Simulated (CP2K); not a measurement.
Consider 3-acetylthiophene at its PBE geometry (Å).

```xyz
14

C    -2.2574    0.2153   -0.1543
C    -1.0843   -0.6383    0.2862
O    -1.2618   -1.7388    0.8141
C     0.2885   -0.1189    0.0659
C     1.4635   -0.8401    0.4501
C     2.6189   -0.1701    0.1435
S     2.2883    1.3452   -0.6152
C     0.6007    1.0950   -0.5278
H    -3.1882   -0.3064    0.0873
H    -2.2152    0.4070   -1.2363
H    -2.2410    1.1913    0.3518
H     1.4210   -1.8130    0.9332
H     3.6465   -0.4746    0.3170
H    -0.0797    1.8463   -0.9156
```

Method: CP2K XAS_TDP, all-electron GAPW, PBEh(45%), aug-cc-pVDZ, TDA, GW2X-corrected core level, ZORA, spin–orbit coupling.

Where do the S L₂,₃-edge lines lie, and how strong are they?

Leading lines: S7 167.56 eV. The leading line of an atom is its first one with 35 % of the strongest within 2.5 eV of its lowest line over the strength cut. Core ionisation energies at this level: S7 171.54/171.63/172.68 eV; the 2p½ level lies 1.10 eV above the 2p3/2 pair.

The first six lines of each atom with a strength over 0.0003:

```csv
atom,energy (eV),states,"strength, one atom",above the computed threshold
S7 (bonded to 2 C),167.07,2,0.0004,
,167.56,1,0.0021,
,167.82,1,0.0019,
,168.62,2,0.0017,
,168.93,1,0.0037,
,169.26,1,0.0008,
```

Lines are vertical, at one geometry, with no vibrational structure. GW2X ionisation energies and lines can be off by 1 to 2 eV either way, and a good line position may hide errors that cancel. Rydberg lines, and the discretised continuum above threshold, depend on the basis and the box.

[Banner, clock and machine lines of the logs are left out without a mark of their own.]

[Logs are printed without paths, hosts, clocks, repeated set-up lines and the standing remarks that a program may print on its own settings, such as how far it seeks lower states.]

[Hosts, paths, dates, database ids (printed as entryN), source tags and the programs' standing remarks are cut or masked in the printed files.]
